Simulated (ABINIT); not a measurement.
# LiHF2 (R-3m): a self-consistent loop beyond G0W0, cycle by cycle, part 4 of 5

Aim: iterate the self-energy on LiHF2 (R-3m) and follow the gap from cycle to cycle.

ABINIT 10.8.3; LDA and many-body steps on it, plane waves. Known limits of the many-body steps: not at the basis limit.

So far. Step 20 (QSGW, cycle 6): Against the cycle before, the gap moves by −0.089 eV.

## (21) Screening, 4×4×4 mesh, 22 bands, screening to 87.1 eV

This step: RPA screening on LDA, plane waves, norm-conserving pseudopotentials.

File run.abi:

```
acell 3*1.0 Angstrom
rprim 
  1.466983587415 0.846963369091 4.366688724100
  -1.466983587415 0.846963369091 4.366688724100
  0.000000000000 -1.693926738182 4.366688724100
ntypat 3
znucl 3 1 9
natom 4
typat 1 2 3 3
xred 
  0.000000000000 0.000000000000 0.000000000000
  0.500000000000 0.500000000000 0.500000000000
  0.413301880000 0.413301880000 0.413301880000
  0.586698120000 0.586698120000 0.586698120000
pp_dirpath "pseudos"
pseudos "Li.upf, H.upf, F.upf"
ecut 36
ngkpt 4 4 4
nshiftk 1
shiftk 0 0 0
kptopt 1
chksymbreak 0
istwfk *1
occopt 1
irdwfk 1
optdriver 3
nband 22
ecuteps 3.2
inclvkb 2
awtr 1
symchi 1
gwcalctyp 28
mbpt_sciss 7.345 eV
nqptdm 1
qptdm 
  0 0 0
indata_prefix "in"
outdata_prefix "out"
tmpdata_prefix "tmp"
```

Run with:

```console
OMP_NUM_THREADS=1 mpirun -n 4 abinit run.abi > log
```

The log of the run:

```text
.Version 10.8.3 of ABINIT. v10.8.2 released Aug 2026.

 Symmetries : space group R-3 m (#166); Bravais hR (rhombohedral)
[... echo of the input left out ...]
== DATASET  1 ==================================================================
-   mpi_nproc: 4, omp_nthreads: 1 (-1 if OMP is not activated)

--- !DatasetInfo
iteration_state: {dtset: 1, }
dimensions: {natom: 4, nkpt: 13, mband: 22, nsppol: 1, nspinor: 1, nspden: 1, mpw: 2290, }
cutoff_energies: {ecut:  36.0, pawecutdg:  -1.0, }
[...]
[... chi0 elements left out ...]
 For q-point:  0.000010 0.000020 0.000030
  dielectric constant =   1.6030
  dielectric constant without local fields =   1.6321

  Average fulfillment of the sum rule on Im[epsilon] for q-point    1 :     29.95  [%]
[... wings left out ...]
== END DATASET(S) ==============================================================
================================================================================

 -outvars: echo values of variables after computation  --------
           etotal      0.0000000000E+00
            nband          22
             nkpt          13
          spgroup         166
 [... the other variables as echoed above ...]

 Calculation completed.
```

Elapsed: 2.8 s, on 4 MPI ranks of Arm Neoverse V1, shared host; peak memory 0.18 GiB; 11 s of CPU time.

Numbers from this step:

| Item | Value |
| --- | --- |
| ε∞ with local fields, on this mesh, along the program's q direction | 1.603 |
| the same without local fields | 1.632 |
| plasma frequency | 27.61 eV |
| plane waves in the screening matrix | 61 |

This screening uses the functional's bands under a rigid shift, the mean opening of the cycle before.

## (22) Screening, 4×4×4 mesh, 22 bands, screening to 87.1 eV

This step: RPA screening on LDA from quasiparticle energies and orbitals, plane waves, norm-conserving pseudopotentials.

Edit run.abi of step 21 so:

```diff
@@ -31,7 +31,18 @@
 symchi 1
+irdqps 1
 gwcalctyp 28
-mbpt_sciss 7.345 eV
-nqptdm 1
+nqptdm 12
 qptdm 
-  0 0 0
+  0.2500000000 0.0000000000 0.0000000000
+  0.5000000000 0.0000000000 0.0000000000
+  0.2500000000 0.2500000000 0.0000000000
+  0.5000000000 0.2500000000 0.0000000000
+  -0.2500000000 0.2500000000 0.0000000000
+  0.5000000000 0.5000000000 0.0000000000
+  0.2500000000 0.2500000000 0.2500000000
+  0.5000000000 0.2500000000 0.2500000000
+  -0.2500000000 0.2500000000 0.2500000000
+  0.5000000000 0.5000000000 0.2500000000
+  -0.2500000000 0.5000000000 0.2500000000
+  0.5000000000 0.5000000000 0.5000000000
 indata_prefix "in"
```

File mrgscr.stdin:

```
2
merged
q0_SCR
out_SCR
1
```

Run with:

```console
OMP_NUM_THREADS=1 mpirun -n 4 abinit run.abi > log; mrgscr < mrgscr.stdin
```

The log of the run:

```text
.Version 10.8.3 of ABINIT. v10.8.2 released Aug 2026.

 Symmetries : space group R-3 m (#166); Bravais hR (rhombohedral)
[... echo of the input left out ...]
== DATASET  1 ==================================================================
-   mpi_nproc: 4, omp_nthreads: 1 (-1 if OMP is not activated)

--- !DatasetInfo
iteration_state: {dtset: 1, }
dimensions: {natom: 4, nkpt: 13, mband: 22, nsppol: 1, nspinor: 1, nspden: 1, mpw: 2290, }
cutoff_energies: {ecut:  36.0, pawecutdg:  -1.0, }
[...]
q-point number  1        q = ( 0.250000, 0.000000, 0.000000) [r.l.u.]
--------------------------------------------------------------------------------
[... chi0 elements left out ...]
  Average fulfillment of the sum rule on Im[epsilon] for q-point    2 :     40.73  [%]

--------------------------------------------------------------------------------
  q-point number  2        q = ( 0.500000, 0.000000, 0.000000) [r.l.u.]
--------------------------------------------------------------------------------
[... chi0 elements left out ...]
  Average fulfillment of the sum rule on Im[epsilon] for q-point    3 :     31.21  [%]

 [... 10 further q-points ...]
```

Wall time 8.1 s (4 MPI ranks); peak memory 0.62 GiB; 32 s of CPU time.

This step gave:

| Item | Value |
| --- | --- |
| plasma frequency | 27.61 eV |
| plane waves in the screening matrix | 61 |

This screening reads the quasiparticle levels of the cycle before.

## (23) QSGW, cycle 7

This step: QSGW on LDA, plane waves, norm-conserving pseudopotentials.

Edit run.abi of step 22 so:

```diff
@@ -25,12 +25,10 @@
 irdwfk 1
-optdriver 3
+optdriver 4
 nband 22
-ecuteps 3.2
-inclvkb 2
-awtr 1
-symchi 1
-irdqps 1
 gwcalctyp 28
-nqptdm 12
-qptdm 
+ecutsigx 36
+symsigma 0
+nkptgw 13
+kptgw 
+  0.0000000000 0.0000000000 0.0000000000
   0.2500000000 0.0000000000 0.0000000000
@@ -47,2 +45,21 @@
   0.5000000000 0.5000000000 0.5000000000
+bdgw 
+  1 15
+  1 15
+  1 15
+  1 15
+  1 15
+  1 15
+  1 15
+  1 15
+  1 15
+  1 15
+  1 15
+  1 15
+  1 15
+ecuteps 3.2
+irdscr 1
+ppmodel 1
+irdqps 1
+rhoqpmix 0.3
 indata_prefix "in"
```

Run with:

```console
OMP_NUM_THREADS=1 mpirun -n 4 abinit run.abi > log
```

The log of the run:

```text
.Version 10.8.3 of ABINIT. v10.8.2 released Aug 2026.

 Symmetries : space group R-3 m (#166); Bravais hR (rhombohedral)
[... echo of the input left out ...]
== DATASET  1 ==================================================================
-   mpi_nproc: 4, omp_nthreads: 1 (-1 if OMP is not activated)

--- !DatasetInfo
iteration_state: {dtset: 1, }
dimensions: {natom: 4, nkpt: 13, mband: 22, nsppol: 1, nspinor: 1, nspden: 1, mpw: 2290, }
cutoff_energies: {ecut:  36.0, pawecutdg:  -1.0, }
[...]
.  kptgw no:  3; Maximum DeltaE = (   0.063   0.038) for band index:  3
[...]
.  kptgw no: 12; Maximum DeltaE = (   0.066  -0.011) for band index:  3
.  kptgw no: 13; Maximum DeltaE = (   0.053   0.013) for band index:  2

== END DATASET(S) ==============================================================
================================================================================

 -outvars: echo values of variables after computation  --------
           etotal      0.0000000000E+00
            nband          22
             nkpt          13
          spgroup         166
 [... the other variables as echoed above ...]

 Calculation completed.
```

It took 81 s on 4 MPI ranks; peak memory 1.9 GiB.

Numbers from this step:

| Property | Result |
| --- | --- |
| quasiparticle gap on the mesh | 15.11 eV |
| gap of the density functional on the mesh | 8.102 eV |
| k of the valence top | 0, 0, 0 |
| k of the conduction bottom | 0, 0, 0 |
| least direct quasiparticle gap on the computed points | 15.11 eV |

Against the cycle before, the gap moves by −0.047 eV.

## (24) Screening, 4×4×4 mesh, 22 bands, screening to 87.1 eV

This step: RPA screening on LDA, plane waves, norm-conserving pseudopotentials.

File run.abi:

```
acell 3*1.0 Angstrom
rprim 
  1.466983587415 0.846963369091 4.366688724100
  -1.466983587415 0.846963369091 4.366688724100
  0.000000000000 -1.693926738182 4.366688724100
ntypat 3
znucl 3 1 9
natom 4
typat 1 2 3 3
xred 
  0.000000000000 0.000000000000 0.000000000000
  0.500000000000 0.500000000000 0.500000000000
  0.413301880000 0.413301880000 0.413301880000
  0.586698120000 0.586698120000 0.586698120000
pp_dirpath "pseudos"
pseudos "Li.upf, H.upf, F.upf"
ecut 36
ngkpt 4 4 4
nshiftk 1
shiftk 0 0 0
kptopt 1
chksymbreak 0
istwfk *1
occopt 1
irdwfk 1
optdriver 3
nband 22
ecuteps 3.2
inclvkb 2
awtr 1
symchi 1
gwcalctyp 28
mbpt_sciss 7.302 eV
nqptdm 1
qptdm 
  0 0 0
indata_prefix "in"
outdata_prefix "out"
tmpdata_prefix "tmp"
```

The log of the run:

```text
.Version 10.8.3 of ABINIT. v10.8.2 released Aug 2026.

 Symmetries : space group R-3 m (#166); Bravais hR (rhombohedral)
[... echo of the input left out ...]
== DATASET  1 ==================================================================
-   mpi_nproc: 4, omp_nthreads: 1 (-1 if OMP is not activated)

--- !DatasetInfo
iteration_state: {dtset: 1, }
dimensions: {natom: 4, nkpt: 13, mband: 22, nsppol: 1, nspinor: 1, nspden: 1, mpw: 2290, }
cutoff_energies: {ecut:  36.0, pawecutdg:  -1.0, }
[...]
[... chi0 elements left out ...]
 For q-point:  0.000010 0.000020 0.000030
  dielectric constant =   1.6041
  dielectric constant without local fields =   1.6332

  Average fulfillment of the sum rule on Im[epsilon] for q-point    1 :     29.91  [%]
[... wings left out ...]
== END DATASET(S) ==============================================================
================================================================================

 -outvars: echo values of variables after computation  --------
           etotal      0.0000000000E+00
            nband          22
             nkpt          13
          spgroup         166
 [... the other variables as echoed above ...]

 Calculation completed.
```

Elapsed: 2.8 s, on 4 MPI ranks; peak memory 0.18 GiB.

Numbers from this step:

```yaml
eps_infinity_with_local_fields_on_this_mesh_along_the_program_s_q_direction: 1.604
the_same_without_local_fields: 1.633
plasma_frequency: 27.61 eV
plane_waves_in_the_screening_matrix: 61
```

This screening uses the functional's bands under a rigid shift, the mean opening of the cycle before.

## (25) Screening, 4×4×4 mesh, 22 bands, screening to 87.1 eV

This step: RPA screening on LDA from quasiparticle energies and orbitals, plane waves, norm-conserving pseudopotentials.

Edit run.abi of step 24 so:

```diff
@@ -31,7 +31,18 @@
 symchi 1
+irdqps 1
 gwcalctyp 28
-mbpt_sciss 7.302 eV
-nqptdm 1
+nqptdm 12
 qptdm 
-  0 0 0
+  0.2500000000 0.0000000000 0.0000000000
+  0.5000000000 0.0000000000 0.0000000000
+  0.2500000000 0.2500000000 0.0000000000
+  0.5000000000 0.2500000000 0.0000000000
+  -0.2500000000 0.2500000000 0.0000000000
+  0.5000000000 0.5000000000 0.0000000000
+  0.2500000000 0.2500000000 0.2500000000
+  0.5000000000 0.2500000000 0.2500000000
+  -0.2500000000 0.2500000000 0.2500000000
+  0.5000000000 0.5000000000 0.2500000000
+  -0.2500000000 0.5000000000 0.2500000000
+  0.5000000000 0.5000000000 0.5000000000
 indata_prefix "in"
```

mrgscr.stdin is that of step 22.

Run with:

```console
OMP_NUM_THREADS=1 mpirun -n 4 abinit run.abi > log; mrgscr < mrgscr.stdin
```

The log of the run:

```text
.Version 10.8.3 of ABINIT. v10.8.2 released Aug 2026.

 Symmetries : space group R-3 m (#166); Bravais hR (rhombohedral)
[... echo of the input left out ...]
== DATASET  1 ==================================================================
-   mpi_nproc: 4, omp_nthreads: 1 (-1 if OMP is not activated)

--- !DatasetInfo
iteration_state: {dtset: 1, }
dimensions: {natom: 4, nkpt: 13, mband: 22, nsppol: 1, nspinor: 1, nspden: 1, mpw: 2290, }
cutoff_energies: {ecut:  36.0, pawecutdg:  -1.0, }
[...]
q-point number  1        q = ( 0.250000, 0.000000, 0.000000) [r.l.u.]
--------------------------------------------------------------------------------
[... chi0 elements left out ...]
  Average fulfillment of the sum rule on Im[epsilon] for q-point    2 :     40.77  [%]

--------------------------------------------------------------------------------
  q-point number  2        q = ( 0.500000, 0.000000, 0.000000) [r.l.u.]
--------------------------------------------------------------------------------
[... chi0 elements left out ...]
  Average fulfillment of the sum rule on Im[epsilon] for q-point    3 :     31.24  [%]

 [... 10 further q-points ...]
```

The job ended after 8.1 s (4 MPI ranks; peak memory 0.62 GiB; 32 s of CPU time).

Numbers from this step:

```
plasma frequency                    : 27.61 eV
plane waves in the screening matrix : 61
```

This screening reads the quasiparticle levels of the cycle before.

## (26) QSGW, cycle 8

This step: QSGW on LDA, plane waves, norm-conserving pseudopotentials.

Edit run.abi of step 25 so:

```diff
@@ -25,12 +25,10 @@
 irdwfk 1
-optdriver 3
+optdriver 4
 nband 22
-ecuteps 3.2
-inclvkb 2
-awtr 1
-symchi 1
-irdqps 1
 gwcalctyp 28
-nqptdm 12
-qptdm 
+ecutsigx 36
+symsigma 0
+nkptgw 13
+kptgw 
+  0.0000000000 0.0000000000 0.0000000000
   0.2500000000 0.0000000000 0.0000000000
@@ -47,2 +45,21 @@
   0.5000000000 0.5000000000 0.5000000000
+bdgw 
+  1 15
+  1 15
+  1 15
+  1 15
+  1 15
+  1 15
+  1 15
+  1 15
+  1 15
+  1 15
+  1 15
+  1 15
+  1 15
+ecuteps 3.2
+irdscr 1
+ppmodel 1
+irdqps 1
+rhoqpmix 0.3
 indata_prefix "in"
```

Run with:

```console
OMP_NUM_THREADS=1 mpirun -n 4 abinit run.abi > log
```

The log of the run:

```text
.Version 10.8.3 of ABINIT. v10.8.2 released Aug 2026.

 Symmetries : space group R-3 m (#166); Bravais hR (rhombohedral)
[... echo of the input left out ...]
== DATASET  1 ==================================================================
-   mpi_nproc: 4, omp_nthreads: 1 (-1 if OMP is not activated)

--- !DatasetInfo
iteration_state: {dtset: 1, }
dimensions: {natom: 4, nkpt: 13, mband: 22, nsppol: 1, nspinor: 1, nspden: 1, mpw: 2290, }
cutoff_energies: {ecut:  36.0, pawecutdg:  -1.0, }
[...]
.  kptgw no:  3; Maximum DeltaE = (   0.014   0.039) for band index:  3
[...]
.  kptgw no: 12; Maximum DeltaE = (   0.011   0.035) for band index:  1
.  kptgw no: 13; Maximum DeltaE = (   0.004   0.044) for band index:  1

== END DATASET(S) ==============================================================
================================================================================

 -outvars: echo values of variables after computation  --------
           etotal      0.0000000000E+00
            nband          22
             nkpt          13
          spgroup         166
 [... the other variables as echoed above ...]

 Calculation completed.
```

It took 80 s on 4 MPI ranks; peak memory 1.9 GiB; 5.4 min of CPU time.

Numbers from this step:

* quasiparticle gap on the mesh: 15.09 eV
* gap of the density functional on the mesh: 8.102 eV
* k of the valence top: 0, 0, 0
* k of the conduction bottom: 0, 0, 0
* least direct quasiparticle gap on the computed points: 15.09 eV

Against the cycle before, the gap moves by −0.016 eV.

## (27) Screening, 4×4×4 mesh, 22 bands, screening to 87.1 eV

This step: RPA screening on LDA, plane waves, norm-conserving pseudopotentials.

File run.abi:

```
acell 3*1.0 Angstrom
rprim 
  1.466983587415 0.846963369091 4.366688724100
  -1.466983587415 0.846963369091 4.366688724100
  0.000000000000 -1.693926738182 4.366688724100
ntypat 3
znucl 3 1 9
natom 4
typat 1 2 3 3
xred 
  0.000000000000 0.000000000000 0.000000000000
  0.500000000000 0.500000000000 0.500000000000
  0.413301880000 0.413301880000 0.413301880000
  0.586698120000 0.586698120000 0.586698120000
pp_dirpath "pseudos"
pseudos "Li.upf, H.upf, F.upf"
ecut 36
ngkpt 4 4 4
nshiftk 1
shiftk 0 0 0
kptopt 1
chksymbreak 0
istwfk *1
occopt 1
irdwfk 1
optdriver 3
nband 22
ecuteps 3.2
inclvkb 2
awtr 1
symchi 1
gwcalctyp 28
mbpt_sciss 7.287 eV
nqptdm 1
qptdm 
  0 0 0
indata_prefix "in"
outdata_prefix "out"
tmpdata_prefix "tmp"
```

The log of the run:

```text
.Version 10.8.3 of ABINIT. v10.8.2 released Aug 2026.

 Symmetries : space group R-3 m (#166); Bravais hR (rhombohedral)
[... echo of the input left out ...]
== DATASET  1 ==================================================================
-   mpi_nproc: 4, omp_nthreads: 1 (-1 if OMP is not activated)

--- !DatasetInfo
iteration_state: {dtset: 1, }
dimensions: {natom: 4, nkpt: 13, mband: 22, nsppol: 1, nspinor: 1, nspden: 1, mpw: 2290, }
cutoff_energies: {ecut:  36.0, pawecutdg:  -1.0, }
[...]
[... chi0 elements left out ...]
 For q-point:  0.000010 0.000020 0.000030
  dielectric constant =   1.6044
  dielectric constant without local fields =   1.6336

  Average fulfillment of the sum rule on Im[epsilon] for q-point    1 :     29.90  [%]
[... wings left out ...]
== END DATASET(S) ==============================================================
================================================================================

 -outvars: echo values of variables after computation  --------
           etotal      0.0000000000E+00
            nband          22
             nkpt          13
          spgroup         166
 [... the other variables as echoed above ...]

 Calculation completed.
```

The job ended after 2.8 s (4 MPI ranks; peak memory 0.18 GiB).

Numbers from this step:

* ε∞ with local fields, on this mesh, along the program's q direction: 1.604
* the same without local fields: 1.634
* plasma frequency: 27.61 eV
* plane waves in the screening matrix: 61

This screening uses the functional's bands under a rigid shift, the mean opening of the cycle before.

(Continued in part 5 of 5.)

[Paths, hosts, dates, memory and timing lines, banners, echoed tables and standing remarks are left out of the program output.]

[Logs are printed without paths, hosts, clocks, repeated set-up lines and the standing remarks that a program may print on its own settings, such as how far it seeks lower states.]

[Runs of the session that timed out or met a known fault of the program may be left out.]

[Hosts, paths, dates, database ids (printed as entryN), source tags and the programs' standing remarks are cut or masked in the printed files.]

[G0W0 gaps are taken among the corrected bands and points alone; a level outside them can change the order at an edge.]

[Where Ansatz stands beside ABINIT at settings called matched, ABINIT's density can come from a denser mesh and the files from another edition; pairs whose starting gaps differed by over 0.03 eV were left out, so agreement reads better than it is.]
